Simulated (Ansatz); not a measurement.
# LiCl (Fm-3m): a volume series of phonon spectra, part 3 of 4

Aim: how the vibrations of LiCl shift with volume, and the expansion that follows.

Measurements to reproduce:
- volume expansion coefficient 131.4 1e-6/K and heat capacity C_P per formula unit 48.1 J/mol/K near room temperature (given in “High-Throughput Prediction of Finite-Temperature Properties using the Quasi-Harmonic Approximation”, 2016, arXiv:1603.06924)
- volume expansion coefficient 131.1 1e-6/K near room temperature (given in “Descriptors for thermal expansion in solids”, 2017, arXiv:1701.03966)

Ansatz 0.2.0; DFT LDA, scalar-relativistic, plane waves, PAW.

So far, highest frequency (cm⁻¹): step 6 (phonons, V/V0 1) 418.

The database entry behind the starting cell differs from later determinations by our own check (0.1 to 0.3 % short, probably kX units), so it need not match the best structure at ambient conditions.

### 7. A cell at another volume, V/V0 1.015

Symmetry fixes every atom, so a single point at the scaled cell gives the energy and pressure of this member.

The cell differs from the one that the last finished run ended in (a 3.510 → 3.528 Å, b 3.510 → 3.528 Å, c 3.510 → 3.528 Å).

input.yaml reads:

```yaml
crystal:
  lattice:
    - [0.0, 2.4944198213, 2.4944198213]
    - [2.4944198213, 0.0, 2.4944198213]
    - [2.4944198213, 2.4944198213, 0.0]
  atoms:
    - { symbol: Li, position: [0.0, 0.0, 0.0] }
    - { symbol: Cl, position: [0.5, 0.5, 0.5] }
kpoints:
  mp_grid: { grid: [8, 8, 8] }
hamiltonian:
  xc: lda
scf:
  occupations: { method: fixed }
output:
  forces: true
  stress: true
  eigenvalues: true
```

On the command line:

```console
ansatz run input.yaml --threads 4 --pin off --max-ram 16384MiB --backend cpu --events-out ev --progress --plain --runs-dir out
```

Numbers of over 12 decimals in the logs are rounded to 6 here.

What it wrote:

```text
[...]
Crystal: 2 atoms, lattice volume = 31.041 Å³
Basis set: ecut = 420 eV, 609 PW (Γ)
Bands: 9, of which v1, the nominal top of the filled ones, is band 5 counted from 1 (4 counted from 0)
Symmetry: 48 space group operations
[...]
k-points: 29 of 512
[...]
SCF iter   1: F=—  HF=-1249.483586 eV  |F-HF|=—  |Δ(HF+E_count)|=         —  Δρ=7.17e-3  dr2=1.17e-2  ethr=1.77e-3  ⟨swp⟩=4.6  Hψ=1559  notcnv=0  defer=48
[...]
SCF iter   6: F=-1249.475566 eV  HF=-1249.475566 eV  |F-HF|=3.64e-12  |Δ(HF+E_count)|=  4.93e-10  Δρ=5.43e-7  dr2=2.45e-11  ethr=3.09e-11  ⟨swp⟩=2.4  Hψ=1238  notcnv=0
SCF 1 converged in 6 iterations: F = -1249.475566 eV  dr2 = 2.45e-11
[...]
SCF converged after 6 iterations
Free energy (F): -1249.475566 eV
[...]
Internal energy: -1249.475566 eV  (E = F + TS)
E sigma→0 (E₀):  -1249.475566 eV
Fermi energy:    2.251856 eV
[...]
--- Stress (GPa, compression-positive) ---
       -0.583360       0.000000      -0.000000
        0.000000      -0.583360       0.000000
        0.000000      -0.000000      -0.583360
  P = ⅓ Tr σ = -0.5834 GPa (-5.834 kbar)
--- Band table (eV; the first three rows and the last of 29) ---
[...]
```

Wall time 0.33 s (4 threads of Arm Neoverse V1, shared host); peak memory 0.26 GiB; 0.77 s of CPU time.

This step gave:

```
pressure          : -0.5834 GPa
gap on the k-mesh : 6.475 eV
volume per atom   : 15.52 Å³
```

At this level the gap is 6.47 eV on the k-mesh of the self-consistent run, which can miss the band edges.

### 8. Lattice dynamics at this volume, V/V0 1.015

The same q-mesh and k-mesh are kept at every volume, so that much of their error can cancel in the differences.

input.yaml, the sections that differ from step 7:

```yaml
output:
  eigenvalues: true
phonons:
  method: dfpt
  dielectric: true
  rigid_motions: translations
  qmesh: [4, 4, 4]
  temperatures: { t_max: 1000, t_step: 50 }
  qpath:
    path:
      - [[0.0, 0.0, 0.0], [0.5, 0.0, 0.5], [0.625, 0.25, 0.625]]
      - [[0.375, 0.375, 0.75], [0.0, 0.0, 0.0], [0.5, 0.5, 0.5], [0.5, 0.25, 0.75], [0.5, 0.0, 0.5]]
    npoints: 10
# crystal, kpoints, hamiltonian, scf: as in step 7
```

What it wrote:

```text
[...]
Crystal: 2 atoms, lattice volume = 31.041 Å³
Basis set: ecut = 420 eV, 609 PW (Γ), exchange–correlation on 48×48×48 points (8 copies of the dense FFT grid, shifted against one another)
Bands: 9, of which v1, the nominal top of the filled ones, is band 5 counted from 1 (4 counted from 0)
Symmetry: 48 space group operations
k-points: 59 of 512 (irreducible under 8 space group operations, time reversal used)
[...]
optical modes at Γ + LO–TO along q̂ = [0.0000, 1.0000, 0.0000]:
      ω (cm⁻¹)  modes    IR ((D/Å)²/amu)
        218.04      2            10.8390
        406.62      1             5.4195
  optical modes at Γ + LO–TO along q̂ = [0.0000, 0.0000, 1.0000]:
      ω (cm⁻¹)  modes    IR ((D/Å)²/amu)
        218.04      2            10.8390
        406.62      1             5.4195
--- Phonons (arbitrary-q DFPT): 8 irreducible q on the 4×4×4 mesh ---
[...]
interpolated dispersion: 63 rows × 6 modes
[...]
[key lines of the parts left out:]
SCF converged after 6 iterations
Free energy (F): -1249.475566 eV
Fermi energy:    2.251856 eV
```

Elapsed: 25 s, on 4 threads; peak memory 0.62 GiB.

No mode is imaginary beyond numerical noise at the solved wavevectors. The highest zone-centre mode (no LO–TO term) moved by -4.5 % for a volume change of +1.5 %.

### 9. A cell at another volume, V/V0 0.985

Symmetry fixes every atom, so a single point at the scaled cell gives the energy and pressure of this member.

The cell differs from the one that the last finished run ended in (a 3.528 → 3.493 Å, b 3.528 → 3.493 Å, c 3.528 → 3.493 Å).

input.yaml, the sections that differ from step 8:

```yaml
crystal:
  lattice:
    - [0.0, 2.469598077, 2.469598077]
    - [2.469598077, 0.0, 2.469598077]
    - [2.469598077, 2.469598077, 0.0]
  atoms:
    - { symbol: Li, position: [0.0, 0.0, 0.0] }
    - { symbol: Cl, position: [0.5, 0.5, 0.5] }
output:
  forces: true
  stress: true
  eigenvalues: true
# kpoints, hamiltonian, scf: as in step 8
# phonons: removed
```

What it wrote:

```text
[...]
Crystal: 2 atoms, lattice volume = 30.124 Å³
Basis set: ecut = 420 eV, 609 PW (Γ)
Bands: 9, of which v1, the nominal top of the filled ones, is band 5 counted from 1 (4 counted from 0)
Symmetry: 48 space group operations
[...]
k-points: 29 of 512
[...]
Free energy (F): -1249.475485 eV
[...]
Internal energy: -1249.475485 eV  (E = F + TS)
E sigma→0 (E₀):  -1249.475485 eV
Fermi energy:    2.544562 eV
[...]
--- Stress (GPa, compression-positive) ---
        0.644997       0.000000       0.000000
        0.000000       0.644997      -0.000000
        0.000000       0.000000       0.644997
  P = ⅓ Tr σ = 0.6450 GPa (6.450 kbar)
--- Band table (eV; the first three rows and the last of 29) ---
[...]
[key lines of the parts left out:]
SCF converged after 6 iterations
```

It took 0.32 s on 4 threads; peak memory 0.26 GiB; 0.75 s of CPU time.

The run ends at a pressure of 0.64 GPa.

### 10. Phonons, V/V0 0.985

Phonons at this volume give one point of F(V, T); meshes stay fixed along the series.

input.yaml, the sections that differ from step 9:

```yaml
output:
  eigenvalues: true
phonons:
  method: dfpt
  dielectric: true
  rigid_motions: translations
  qmesh: [4, 4, 4]
  temperatures: { t_max: 1000, t_step: 50 }
  qpath:
    path:
      - [[0.0, 0.0, 0.0], [0.5, 0.0, 0.5], [0.625, 0.25, 0.625]]
      - [[0.375, 0.375, 0.75], [0.0, 0.0, 0.0], [0.5, 0.5, 0.5], [0.5, 0.25, 0.75], [0.5, 0.0, 0.5]]
    npoints: 10
# crystal, kpoints, hamiltonian, scf: as in step 9
```

What it wrote:

```text
[...]
Crystal: 2 atoms, lattice volume = 30.124 Å³
Basis set: ecut = 420 eV, 609 PW (Γ), exchange–correlation on 48×48×48 points (8 copies of the dense FFT grid, shifted against one another)
Bands: 9, of which v1, the nominal top of the filled ones, is band 5 counted from 1 (4 counted from 0)
Symmetry: 48 space group operations
k-points: 59 of 512 (irreducible under 8 space group operations, time reversal used)
[...]
optical modes at Γ + LO–TO along q̂ = [0.0000, 1.0000, 0.0000]:
      ω (cm⁻¹)  modes    IR ((D/Å)²/amu)
        238.63      2            10.7239
        418.78      1             5.3620
  optical modes at Γ + LO–TO along q̂ = [0.0000, 0.0000, 1.0000]:
      ω (cm⁻¹)  modes    IR ((D/Å)²/amu)
        238.63      2            10.7239
        418.78      1             5.3620
--- Phonons (arbitrary-q DFPT): 8 irreducible q on the 4×4×4 mesh ---
[...]
interpolated dispersion: 63 rows × 6 modes
[...]
[key lines of the parts left out:]
SCF converged after 6 iterations
Free energy (F): -1249.475486 eV
Fermi energy:    2.544562 eV
```

Run time: 25 s. Hardware: 4 threads; peak memory 0.61 GiB.

No mode is imaginary beyond numerical noise at the solved wavevectors. The highest zone-centre mode (no LO–TO term) moved by +4.5 % for a volume change of -1.5 %.

### 11. Single point at a scaled cell, V/V0 1.03

Symmetry fixes every atom, so a single point at the scaled cell gives the energy and pressure of this member.

The cell differs from the one that the last finished run ended in (a 3.493 → 3.545 Å, b 3.493 → 3.545 Å, c 3.493 → 3.545 Å).

input.yaml, the sections that differ from step 10:

```yaml
crystal:
  lattice:
    - [0.0, 2.5066475649, 2.5066475649]
    - [2.5066475649, 0.0, 2.5066475649]
    - [2.5066475649, 2.5066475649, 0.0]
  atoms:
    - { symbol: Li, position: [0.0, 0.0, 0.0] }
    - { symbol: Cl, position: [0.5, 0.5, 0.5] }
output:
  forces: true
  stress: true
  eigenvalues: true
# kpoints, hamiltonian, scf: as in step 10
# phonons: removed
```

What it wrote:

```text
[...]
Crystal: 2 atoms, lattice volume = 31.500 Å³
Basis set: ecut = 420 eV, 609 PW (Γ)
Bands: 9, of which v1, the nominal top of the filled ones, is band 5 counted from 1 (4 counted from 0)
Symmetry: 48 space group operations
[...]
k-points: 29 of 512
[...]
Free energy (F): -1249.473107 eV
[...]
Internal energy: -1249.473107 eV  (E = F + TS)
E sigma→0 (E₀):  -1249.473107 eV
Fermi energy:    2.112547 eV
[...]
--- Stress (GPa, compression-positive) ---
       -1.127272      -0.000000      -0.000000
       -0.000000      -1.127272       0.000000
        0.000000      -0.000000      -1.127272
  P = ⅓ Tr σ = -1.1273 GPa (-11.273 kbar)
--- Band table (eV; the first three rows and the last of 29) ---
[...]
[key lines of the parts left out:]
SCF converged after 6 iterations
```

Wall time 0.35 s (4 threads); peak memory 0.26 GiB; 0.82 s of CPU time.

The run ends at a pressure of -1.13 GPa.

### 12. Phonons, V/V0 1.03

The same q-mesh and k-mesh are kept at every volume, so that much of their error can cancel in the differences.

input.yaml, the sections that differ from step 11:

```yaml
output:
  eigenvalues: true
phonons:
  method: dfpt
  dielectric: true
  rigid_motions: translations
  qmesh: [4, 4, 4]
  temperatures: { t_max: 1000, t_step: 50 }
  qpath:
    path:
      - [[0.0, 0.0, 0.0], [0.5, 0.0, 0.5], [0.625, 0.25, 0.625]]
      - [[0.375, 0.375, 0.75], [0.0, 0.0, 0.0], [0.5, 0.5, 0.5], [0.5, 0.25, 0.75], [0.5, 0.0, 0.5]]
    npoints: 10
# crystal, kpoints, hamiltonian, scf: as in step 11
```

What it wrote:

```text
[...]
Crystal: 2 atoms, lattice volume = 31.500 Å³
Basis set: ecut = 420 eV, 609 PW (Γ), exchange–correlation on 48×48×48 points (8 copies of the dense FFT grid, shifted against one another)
Bands: 9, of which v1, the nominal top of the filled ones, is band 5 counted from 1 (4 counted from 0)
Symmetry: 48 space group operations
k-points: 59 of 512 (irreducible under 8 space group operations, time reversal used)
[...]
optical modes at Γ + LO–TO along q̂ = [0.0000, 1.0000, 0.0000]:
      ω (cm⁻¹)  modes    IR ((D/Å)²/amu)
        207.91      2            10.8935
        400.85      1             5.4467
  optical modes at Γ + LO–TO along q̂ = [0.0000, 0.0000, 1.0000]:
      ω (cm⁻¹)  modes    IR ((D/Å)²/amu)
        207.91      2            10.8935
        400.85      1             5.4467
--- Phonons (arbitrary-q DFPT): 8 irreducible q on the 4×4×4 mesh ---
[...]
interpolated dispersion: 63 rows × 6 modes
[...]
[key lines of the parts left out:]
SCF converged after 6 iterations
Free energy (F): -1249.473107 eV
Fermi energy:    2.112547 eV
```

It took 25 s on 4 threads; peak memory 0.62 GiB.

LO-TO term included. The phonon branches at the labelled points (cm⁻¹):

```tsv
point	branch 1	branch 2	branch 3	branch 4	branch 5	branch 6
Γ	0	0	0	208	208	401
halfway	96	96	156	216	216	327
X	127	127	190	221	221	244
halfway	129	143	188	221	236	243
U	132	170	180	221	239	272
jump to K	132	170	180	221	239	272
halfway	99	112	160	206	228	376
Γ	0	0	0	208	208	401
halfway	84	84	146	212	212	403
L	118	118	206	217	217	407
halfway	131	151	190	220	228	336
W	155	167	167	235	235	261
halfway	141	144	185	226	241	242
X	127	127	190	221	221	244
```

The phonon branches as a text plot (rows in cm⁻¹):

```
    398 |***                      ******************
    381 |   *                   **                  *
    364 |                      *                     *
    347 |    **              **
    330 |      *                                      *
    313 |                   *                          *
    297 |       *          *                            *
    280 |                 *
    263 |        *       *                               ***
    246 |         *********                                 *****
    229 |            ***************                *************
    212 |************      ******   *******************
    195 |        *******    *    ***           *   ****       ***
    178 |       *       **** ***              *        *** ***
    161 |      *        **  *   *            *         *****
    144 |              *     **  *          *        *****  ***
    127 |    **   **************           *      *****        **
    110 |   *   **             ** **          *****
     93 |      *                **        *  *
     76 |  * **                  ****      **
     59 |   *                     **     **
     42 | **                        **   *
     25 | *                          *  *
      8 |*                            **
         Γ           X  U|K            Γ         L        W     X
```

No mode is imaginary beyond numerical noise at the solved wavevectors. The highest zone-centre mode (no LO–TO term) moved by -8.9 % for a volume change of +3.0 %.

### 13. Single point at a scaled cell, V/V0 0.97

Symmetry fixes every atom, so a single point at the scaled cell gives the energy and pressure of this member.

The cell differs from the one that the last finished run ended in (a 3.545 → 3.475 Å, b 3.545 → 3.475 Å, c 3.545 → 3.475 Å).

input.yaml, the sections that differ from step 12:

```yaml
crystal:
  lattice:
    - [0.0, 2.4569978676, 2.4569978676]
    - [2.4569978676, 0.0, 2.4569978676]
    - [2.4569978676, 2.4569978676, 0.0]
  atoms:
    - { symbol: Li, position: [0.0, 0.0, 0.0] }
    - { symbol: Cl, position: [0.5, 0.5, 0.5] }
output:
  forces: true
  stress: true
  eigenvalues: true
# kpoints, hamiltonian, scf: as in step 12
# phonons: removed
```

What it wrote:

```text
[...]
Crystal: 2 atoms, lattice volume = 29.665 Å³
Basis set: ecut = 420 eV, 561 PW (Γ)
Bands: 9, of which v1, the nominal top of the filled ones, is band 5 counted from 1 (4 counted from 0)
Symmetry: 48 space group operations
[...]
k-points: 29 of 512
[...]
Free energy (F): -1249.472662 eV
[...]
Internal energy: -1249.472662 eV  (E = F + TS)
E sigma→0 (E₀):  -1249.472662 eV
Fermi energy:    2.698399 eV
[...]
--- Stress (GPa, compression-positive) ---
        1.337386       0.000000      -0.000000
        0.000000       1.337386       0.000000
       -0.000000       0.000000       1.337386
  P = ⅓ Tr σ = 1.3374 GPa (13.374 kbar)
--- Band table (eV; the first three rows and the last of 29) ---
[...]
[key lines of the parts left out:]
SCF converged after 6 iterations
```

It took 0.33 s on 4 threads; peak memory 0.26 GiB; 0.76 s of CPU time.

The run ends at a pressure of 1.34 GPa.

### 14. Phonons, V/V0 0.97

The same q-mesh and k-mesh are kept at every volume, so that much of their error can cancel in the differences.

input.yaml, the sections that differ from step 13:

```yaml
output:
  eigenvalues: true
phonons:
  method: dfpt
  dielectric: true
  rigid_motions: translations
  qmesh: [4, 4, 4]
  temperatures: { t_max: 1000, t_step: 50 }
  qpath:
    path:
      - [[0.0, 0.0, 0.0], [0.5, 0.0, 0.5], [0.625, 0.25, 0.625]]
      - [[0.375, 0.375, 0.75], [0.0, 0.0, 0.0], [0.5, 0.5, 0.5], [0.5, 0.25, 0.75], [0.5, 0.0, 0.5]]
    npoints: 10
# crystal, kpoints, hamiltonian, scf: as in step 13
```

What it wrote:

```text
[...]
Crystal: 2 atoms, lattice volume = 29.665 Å³
Basis set: ecut = 420 eV, 561 PW (Γ), exchange–correlation on 48×48×48 points (8 copies of the dense FFT grid, shifted against one another)
Bands: 9, of which v1, the nominal top of the filled ones, is band 5 counted from 1 (4 counted from 0)
Symmetry: 48 space group operations
k-points: 59 of 512 (irreducible under 8 space group operations, time reversal used)
[...]
optical modes at Γ + LO–TO along q̂ = [0.0000, 1.0000, 0.0000]:
      ω (cm⁻¹)  modes    IR ((D/Å)²/amu)
        249.14      2            10.6632
        425.18      1             5.3316
  optical modes at Γ + LO–TO along q̂ = [0.0000, 0.0000, 1.0000]:
      ω (cm⁻¹)  modes    IR ((D/Å)²/amu)
        249.14      2            10.6632
        425.18      1             5.3316
--- Phonons (arbitrary-q DFPT): 8 irreducible q on the 4×4×4 mesh ---
[...]
interpolated dispersion: 63 rows × 6 modes
[...]
[key lines of the parts left out:]
SCF converged after 6 iterations
Free energy (F): -1249.472662 eV
Fermi energy:    2.698399 eV
```

Wall time 24 s (4 threads); peak memory 0.61 GiB.

LO-TO term included. Phonon branches along the path, in cm⁻¹:

```tsv
point	branch 1	branch 2	branch 3	branch 4	branch 5	branch 6
Γ	0	0	0	249	249	425
halfway	100	100	178	258	258	349
X	130	130	196	263	263	287
halfway	134	149	194	262	275	286
U	142	184	186	259	281	305
jump to K	142	184	186	259	281	305
halfway	116	117	176	241	268	399
Γ	0	0	0	249	249	425
halfway	96	96	159	250	250	427
L	136	136	224	251	251	430
halfway	146	165	203	256	267	362
W	172	172	173	277	277	290
halfway	145	155	191	269	277	285
X	130	130	196	263	263	287
```

The phonon branches as a text plot (rows in cm⁻¹):

```
    421 |***                      ******************
    403 |   *                   **                  *
    385 |    **                *                     *
    367 |                    **                       *
    350 |      *            *                          *
    332 |                  *
    314 |       *                                       *
    296 |        ******  **                              ***   **
    278 |              ********                        ********
    260 | *******************  *******       ***  *******     ***
    242 |*                   ****************   ***
    224 |                                       ****
    206 |       *****      ****               **    ****
    188 |            ******    *             *          *   *****
    170 |      *        ** **   *                     *******
    152 |    **        *   ****  *          *       *****   ***
    134 |         *********  ***           *   *******        ***
    117 |   *   **              * **         **
     99 |      *                 *        * *
     81 |  * **                   ***      *
     63 |   *                            **
     45 | **                        **   *
     27 | *                          *  *
      9 |*                            **
         Γ           X  U|K            Γ         L        W     X
```

No mode is imaginary beyond numerical noise at the solved wavevectors. The highest zone-centre mode (no LO–TO term) moved by +9.1 % for a volume change of -3.0 %.

[end of part 3 of 4]

[Logs are printed without paths, hosts, clocks, repeated set-up lines and the standing remarks that a program may print on its own settings, such as how far it seeks lower states.]

[Hosts, paths, dates, database ids (printed as entryN), source tags and the programs' standing remarks are cut or masked in the printed files.]

[A step with changed settings may run another functional than the one named; its input shows which.]


